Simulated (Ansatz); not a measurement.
**How many bands does the GW gap of BaThO3 (Pm-3m) need?**

Wanted: a G0W0 gap for BaThO3 (Pm-3m) that is converged in bands and cutoff, or an estimate of the limit.

Program: Ansatz 0.2.0. Level of theory: G0W0 on LDA, plane waves, PAW. Results are calculated unless marked as measured.

The database entry behind the starting cell is an old determination (1934), so it need not match the best structure at ambient conditions.

### 1. The structure

Symmetry: Pm-3m, No. 221, cubic system. Conventional cell: a = 4.480 Å, b = 4.480 Å, c = 4.480 Å, α = 90.00°, β = 90.00°, γ = 90.00°. Ba has 12 O at 3.17 Å nearest. Th has 6 O at 2.24 Å nearest. Nearest to O lie 2 Th at 2.24 Å and 4 Ba at 3.17 Å. Farther neighbours and most contacts between anions are not listed.

The cell and positions come from the Crystallography Open Database and are kept as given unless a step says otherwise. Spin-orbit coupling is left out unless a step names it.

### 2. 302 empty bands, screening to 130 eV

Now the one-shot GW correction: screening in the RPA, then the self-energy of the levels asked for. This step takes hard PAW files.

Contents of input.yaml:

```yaml
crystal:
  lattice:
    - [4.48, 0.0, 0.0]
    - [0.0, 4.48, 0.0]
    - [0.0, 0.0, 4.48]
  atoms:
    - { symbol: Ba, position: [0.0, 0.0, 0.0] }
    - { symbol: Th, position: [0.5, 0.5, 0.5] }
    - { symbol: O, position: [0.5, 0.5, 0.0] }
    - { symbol: O, position: [0.0, 0.5, 0.5] }
    - { symbol: O, position: [0.5, 0.0, 0.5] }
kpoints:
  mp_grid: { grid: [6, 6, 6] }
hamiltonian:
  xc: lda
  pseudopotentials: { kind: paw, source: ansatz }
scf:
  occupations: { method: fixed }
gw:
  n_empty_bands: 302
  ecut_chi: 130.0
  qp_bands: [v2, c2]
  qp_kpoints: band_edges
  screening: { model: contour_deformation }
```

Command:

```console
$ ansatz run input.yaml --threads 16 --pin off --max-ram 82944MiB --backend cuda --events-out ev --progress --plain --runs-dir out --devices 1 --max-vram 78GiB
```

Numbers of over 12 decimals in the logs are rounded to 6 here.

What it wrote:

```text
GPUs: using 1 of 1 available (devices: 1).
Engine: ansatz 0.2.0, aarch64-unknown-linux-gnu
Pseudopotentials: kind: paw
Pseudopotential: Ba, paw, valence charge 10, recommended cutoff 300 eV (normal), Ba.paw.azcp
Pseudopotential: Th, paw, valence charge 12, recommended cutoff 330 eV (normal), Th.paw.azcp
Pseudopotential: O, paw, valence charge 6, recommended cutoff 930 eV (normal), O.paw.azcp
Functional definition: SPW92
  exchange = slater_x
  correlation = pw_c
[...]
Crystal: 5 atoms, lattice volume = 89.915 Å³
Basis set: ecut = 930 eV, 5743 PW (Γ)
Bands: 25, of which v1, the nominal top of the filled ones, is band 20 counted from 1 (19 counted from 0)
Symmetry: 48 space group operations
Space group: Pm-3m (ITA 221), of the structure as read, at distance tolerance 4.5e-5 Å
k-points: 20 of 216
Non-local potential: Ba, projectors of the file, l = 0: 3, l = 1: 2, l = 2: 2, l = 3: 2
Non-local potential: Th, projectors of the file, l = 0: 2, l = 1: 2, l = 2: 2, l = 3: 3
Non-local potential: O, projectors of the file, l = 0: 2, l = 1: 2, l = 2: 1
PAW form: soft (Blöchl's): semilocal exchange-correlation on the pseudo side does not see the compensation charge
PAW frozen core: Ba, regenerated for the run's functional, and the local potential with it (the file was generated under x = pbe(κ = 0.804, μ = 0.219515), c = pbe(β = 0.066725))
PAW frozen core: Th, regenerated for the run's functional, and the local potential with it (the file was generated under x = pbe(κ = 0.804, μ = 0.219515), c = pbe(β = 0.066725))
PAW frozen core: O, regenerated for the run's functional, and the local potential with it (the file was generated under x = pbe(κ = 0.804, μ = 0.219515), c = pbe(β = 0.066725))
PAW one-centre angular grid: Ba, 194 points (default); XC on 64 Gauss nodes
PAW one-centre angular grid: Th, 590 points (default); XC on 64 Gauss nodes
PAW one-centre angular grid: O, 110 points (default); XC on 64 Gauss nodes
Initial density: superposition of atomic densities (chi_scale 0.1, normalization cell, long waves kept (reshape's long-wave potential 0.00 eV rms))
Initial wavefunctions: pseudopotential atomic-orbital guess
[...]
Functional: x = slater, c = lda
SCF iter   1: F=—  HF=-20384.679835 eV  |F-HF|=—  |Δ(HF+E_count)|=         —  Δρ=7.97e-2  dr2=5.52e0  ethr=3.10e-3  ⟨swp⟩=9.1  Hψ=5125  notcnv=0  defer=47
preconditioner: auto → Resta (q_TF=auto, 2.384 Å⁻¹)  ε∞=4.6  [insulator: Δε(μ)=3.440 eV  Ē_g=12.376 eV  n_scr=18 (ndim 8)  ℏωp=23.5 eV  f_vac=0.002  ε∞_Penn≈4.6]
SCF iter   2: F=—  HF=-20383.588912 eV  |F-HF|=—  |Δ(HF+E_count)|=    1.09e0  Δρ=3.79e-2  dr2=1.13e0  ethr=3.10e-3  ⟨swp⟩=5.8  Hψ=2084  notcnv=0  defer=43
SCF iter   3: F=—  HF=-20383.315957 eV  |F-HF|=—  |Δ(HF+E_count)|=   2.73e-1  Δρ=1.94e-2  dr2=2.69e-1  ethr=2.82e-3  ⟨swp⟩=3.9  Hψ=1033  notcnv=0  defer=37
SCF iter   4: F=—  HF=-20383.235151 eV  |F-HF|=—  |Δ(HF+E_count)|=   8.08e-2  Δρ=3.77e-3  dr2=1.33e-2  ethr=6.72e-4  ⟨swp⟩=4.5  Hψ=1095  notcnv=0  defer=50
SCF iter   5: F=—  HF=-20383.236279 eV  |F-HF|=—  |Δ(HF+E_count)|=   1.13e-3  Δρ=1.22e-3  dr2=1.28e-3  ethr=3.33e-5  ⟨swp⟩=5.2  Hψ=1162  notcnv=0  defer=59
SCF iter   6: F=—  HF=-20383.236053 eV  |F-HF|=—  |Δ(HF+E_count)|=   2.26e-4  Δρ=1.64e-4  dr2=2.30e-5  ethr=3.20e-6  ⟨swp⟩=3.6  Hψ=1161  notcnv=0  defer=57
SCF iter   7: F=—  HF=-20383.236064 eV  |F-HF|=—  |Δ(HF+E_count)|=   1.16e-5  Δρ=7.18e-5  dr2=6.36e-6  ethr=5.76e-8  ⟨swp⟩=1.2  Hψ=518  notcnv=0  defer=52
SCF iter   8: F=—  HF=-20383.236063 eV  |F-HF|=—  |Δ(HF+E_count)|=   1.17e-6  Δρ=1.48e-5  dr2=3.50e-7  ethr=1.59e-8  ⟨swp⟩=2.1  Hψ=721  notcnv=0  defer=53
SCF iter   9: F=-20383.236063 eV  HF=-20383.236063 eV  |F-HF|=8.42e-9  |Δ(HF+E_count)|=   9.53e-8  Δρ=3.22e-6  dr2=1.29e-8  ethr=2.50e-10  ⟨swp⟩=14.8  Hψ=3802  notcnv=0
SCF 1 converged in 9 iterations: F = -20383.236063 eV  dr2 = 1.29e-8
  greatest PAW one-centre occupation: 0.973 electrons in one spin orbital (limit 2), on the Th atom at site 1 (counted from 0), in its partial waves of l = 0
[...]
NSCF: frozen V_eff on 20 k-points, pencils in batches of 32, up to order 100
[...]
SCF converged after 9 iterations
[...]
conduction bottom: of the k-points left out ik 18 came nearest to being solved in a further pass, in band 21 (counted from 1, as in the quasiparticle table): it holds the edge there only if its correction is more favourable than any solved in that band by at least 1.099 eV; those differ by 0.781 eV
    ik  band        ε_KS         Σx   Σc(E_QP)       V_xc       Z   E_QP_lin       E_QP  E_QP is
     0    19     10.0212   -26.8447     3.8064   -22.7007  0.7686     9.6824     9.6836  root
     0    20     10.0212   -26.8447     3.8064   -22.7007  0.7686     9.6824     9.6836  root
     0    21     12.8837    -5.6686    -4.0908   -10.6821  0.8352    13.8140    13.8063  root
     0    22     12.8837    -5.6686    -4.0908   -10.6821  0.8352    13.8140    13.8063  root
     1    19      9.9557   -26.7984     3.8038   -22.6671  0.7682     9.6271     9.6282  root
     1    20      9.9557   -26.7984     3.8038   -22.6671  0.7682     9.6271     9.6282  root
     1    21     13.2103    -6.0401    -4.1144   -11.1124  0.8322    14.1768    14.1683  root
     1    22     13.2300    -6.3976    -4.0678   -11.4385  0.8288    14.2120    14.2031  root
     2    19      9.8464   -26.7860     3.8128   -22.6666  0.7672     9.5388     9.5399  root
     2    20      9.8464   -26.7860     3.8128   -22.6666  0.7672     9.5388     9.5399  root
     2    21     13.8575    -7.6504    -4.7098   -13.5498  0.8218    15.0615    15.0469  root
     2    22     13.9067    -7.0608    -4.1574   -12.2637  0.8228    14.9631    14.9522  root
     3    19      9.8002   -26.8007     3.8204   -22.6843  0.7667     9.5032     9.5041  root
     3    20      9.8002   -26.8007     3.8204   -22.6843  0.7667     9.5032     9.5041  root
     3    21     14.2469    -9.0074    -5.4145   -16.1251  0.8085    15.9877    15.9501  root
     3    22     14.3026    -7.8522    -4.1902   -13.1480  0.8156    15.4211    15.4082  root
     4    19      9.2331   -26.2752     4.0143   -21.8238  0.7630     8.7937     8.7961  root
     4    20      9.8929   -26.7520     3.7999   -22.6357  0.7678     9.5755     9.5765  root
     4    21     13.3671    -6.2478    -4.2036   -11.4360  0.8300    14.3610    14.3517  root
     4    22     13.5849    -6.1933    -4.1900   -11.3819  0.8286    14.5934    14.5836  root
     5    19      9.0975   -26.2207     4.0502   -21.7285  0.7613     8.6531     8.6555  root
     5    20      9.7917   -26.7488     3.8089   -22.6456  0.7667     9.4964     9.4974  root
     5    21     13.9629    -7.1017    -4.3010   -12.4957  0.8213    15.0683    15.0558  root
     5    22     14.1770    -8.6092    -4.7697   -14.6837  0.8142    15.5004    15.4818  root
[...]
15    19      8.7932   -24.6854     4.2128   -19.9394  0.7478     8.2563     8.2600  root
    15    20      8.9023   -26.4203     4.1206   -21.9165  0.7578     8.5171     8.5190  root
    15    21     14.3099    -8.0357    -4.2257   -13.3755  0.8193    15.4370    15.4241  root
    15    22     14.8423   -10.0760    -4.6949   -16.2310  0.8037    16.3280    16.3022  root
    19    19      8.8261   -24.7924     4.2159   -20.0538  0.7477     8.2999     8.3034  root
    19    20      8.8261   -24.7924     4.2159   -20.0538  0.7477     8.2999     8.3034  root
    19    21     13.7682    -8.0705    -4.5664   -13.9524  0.8239    15.1014    15.0837  root
    19    22     13.7682    -8.0705    -4.5664   -13.9524  0.8239    15.1014    15.0837  root
```

Elapsed: 12 s, on 1 × NVIDIA GB200 (shared by 2 runs) with 16 threads of Arm Neoverse V2, shared host; peak memory 2.2 GiB; 45 s of CPU time.

In the SCF lines HF is the Harris–Foulkes energy and dr2 the Hartree energy of the density residual, in eV; the loop may stop once dr2 is under the threshold and the program's other checks hold. Hψ counts applications of the Hamiltonian.

Numbers from this step:

```yaml
bands_summed: 322
rpa_eps_infinity_on_this_mesh_eigenvalues: 4.249, 4.249, 4.249
plane_waves_in_the_screening_matrix: 305
q_points_in_the_mesh: 216
g0w0_gap_on_the_mesh: 4.123 eV
k_of_the_valence_top: 0, 0, 0
k_of_the_conduction_bottom: 0, 0, 0
starting_gap_on_the_mesh: 2.862 eV
z_at_the_valence_top: 0.7686
z_at_the_conduction_bottom: 0.8352
least_direct_g0w0_gap_on_the_computed_points: 4.123 eV
```

The gap on the mesh goes from 2.86 eV to 4.12 eV, a correction of +1.26 eV. Between the two edge states, bare exchange in place of the xc potential would open the gap by 9.16 eV, and correlation takes back 7.90 eV.

### 3. 621 empty bands, screening to 210 eV

Bands and screening cutoff are moved together, since each hides the error of the other.

Edit input.yaml of step 2 so:

```diff
@@ -19,4 +19,4 @@
 gw:
-  n_empty_bands: 302
-  ecut_chi: 130.0
+  n_empty_bands: 621
+  ecut_chi: 210.0
   qp_bands: [v2, c2]
```

What it wrote:

```text
GPUs: using 1 of 1 available (devices: 1).
[...]
Crystal: 5 atoms, lattice volume = 89.915 Å³
Basis set: ecut = 930 eV, 5743 PW (Γ)
Bands: 25, of which v1, the nominal top of the filled ones, is band 20 counted from 1 (19 counted from 0)
Symmetry: 48 space group operations
[...]
k-points: 20 of 216
[...]
SCF iter   1: F=—  HF=-20384.679835 eV  |F-HF|=—  |Δ(HF+E_count)|=         —  Δρ=7.97e-2  dr2=5.52e0  ethr=3.10e-3  ⟨swp⟩=9.1  Hψ=5125  notcnv=0  defer=47
[...]
SCF iter   9: F=-20383.236063 eV  HF=-20383.236063 eV  |F-HF|=8.42e-9  |Δ(HF+E_count)|=   9.53e-8  Δρ=3.22e-6  dr2=1.29e-8  ethr=2.50e-10  ⟨swp⟩=14.8  Hψ=3802  notcnv=0
SCF 1 converged in 9 iterations: F = -20383.236063 eV  dr2 = 1.29e-8
[...]
NSCF: frozen V_eff on 20 k-points, pencils in batches of 32, up to order 100
[...]
SCF converged after 9 iterations
[...]
0    19     10.0212   -26.8447     3.5024   -22.7007  0.7655     9.3751     9.3796  root
     0    20     10.0212   -26.8447     3.5024   -22.7007  0.7655     9.3751     9.3796  root
     0    21     12.8837    -5.6686    -4.1637   -10.6821  0.8348    13.7399    13.7334  root
     0    22     12.8837    -5.6686    -4.1637   -10.6821  0.8348    13.7399    13.7334  root
     1    19      9.9557   -26.7984     3.5021   -22.6671  0.7651     9.3221     9.3265  root
     1    20      9.9557   -26.7984     3.5021   -22.6671  0.7651     9.3221     9.3265  root
     1    21     13.2103    -6.0401    -4.1949   -11.1124  0.8316    14.0948    14.0877  root
     1    22     13.2300    -6.3976    -4.1573   -11.4385  0.8281    14.1208    14.1136  root
[...]
19    19      8.8261   -24.7924     3.9668   -20.0538  0.7435     8.0465     8.0544  root
    19    20      8.8261   -24.7924     3.9668   -20.0538  0.7435     8.0465     8.0544  root
    19    21     13.7682    -8.0705    -4.6661   -13.9524  0.8234    14.9989    14.9840  root
    19    22     13.7682    -8.0705    -4.6661   -13.9524  0.8234    14.9989    14.9840  root
```

Run time: 26 s. Hardware: 1 × NVIDIA GB200 (shared by 2 runs) with 16 threads; peak memory 3.9 GiB.

This step gave:

- bands summed: 641
- RPA ε∞ on this mesh (eigenvalues): 4.235, 4.235, 4.235
- plane waves in the screening matrix: 619
- q-points in the mesh: 216
- G0W0 gap on the mesh: 4.354 eV
- k of the valence top: 0, 0, 0
- k of the conduction bottom: 0, 0, 0
- starting gap on the mesh: 2.862 eV
- Z at the valence top: 0.7655
- Z at the conduction bottom: 0.8348
- least direct G0W0 gap on the computed points: 4.354 eV

Against the run with 6×6×6 mesh, 302 empty bands, screening to 130 eV, hard PAW files, the gap moves by +0.23 eV.

### 4. 1223 empty bands, screening to 330 eV

Edit input.yaml of step 3 so:

```diff
@@ -19,4 +19,4 @@
 gw:
-  n_empty_bands: 621
-  ecut_chi: 210.0
+  n_empty_bands: 1223
+  ecut_chi: 330.0
   qp_bands: [v2, c2]
```

What it wrote:

```text
GPUs: using 1 of 1 available (devices: 1).
[...]
Crystal: 5 atoms, lattice volume = 89.915 Å³
Basis set: ecut = 930 eV, 5743 PW (Γ)
Bands: 25, of which v1, the nominal top of the filled ones, is band 20 counted from 1 (19 counted from 0)
Symmetry: 48 space group operations
[...]
k-points: 20 of 216
[...]
1    21     13.2103    -6.0401    -4.2426   -11.1124  0.8315    14.0463    14.0401  root
     1    22     13.2300    -6.3976    -4.2097   -11.4385  0.8279    14.0676    14.0613  root
[...]
19    19      8.8261   -24.7924     3.7837   -20.0538  0.7410     7.8589     7.8713  root
    19    20      8.8261   -24.7924     3.7837   -20.0538  0.7410     7.8589     7.8713  root
    19    21     13.7682    -8.0705    -4.7174   -13.9524  0.8232    14.9463    14.9328  root
    19    22     13.7682    -8.0705    -4.7174   -13.9524  0.8232    14.9463    14.9328  root
[key lines of the parts left out:]
SCF converged after 9 iterations
```

Wall time 83 s (1 × NVIDIA GB200 (shared by 2 runs) with 16 threads); peak memory 8.3 GiB; 4.3 min of CPU time.

This step gave:

* bands summed: 1243
* RPA ε∞ on this mesh (eigenvalues): 4.230, 4.230, 4.230
* plane waves in the screening matrix: 1237
* G0W0 gap on the mesh: 4.532 eV
* k of the valence top: 0, 0, 0
* k of the conduction bottom: 0, 0, 0
* starting gap on the mesh: 2.862 eV
* least direct G0W0 gap on the computed points: 4.532 eV

Against the run with 6×6×6 mesh, 621 empty bands, screening to 210 eV, hard PAW files, the gap moves by +0.18 eV.

(Part 1 of 2 ends here.)

[Paths, hosts, dates, memory and timing lines, banners, echoed tables and standing remarks are left out of the program output.]

[Logs are printed without paths, hosts, clocks, repeated set-up lines and the standing remarks that a program may print on its own settings, such as how far it seeks lower states.]

[Runs of the session that timed out or met a known fault of the program may be left out.]

[Cells called generated may have been cut or substituted from an entry of the Crystallography Open Database or the Materials Project.]

[Hosts, paths, dates, database ids (printed as entryN), source tags and the programs' standing remarks are cut or masked in the printed files.]
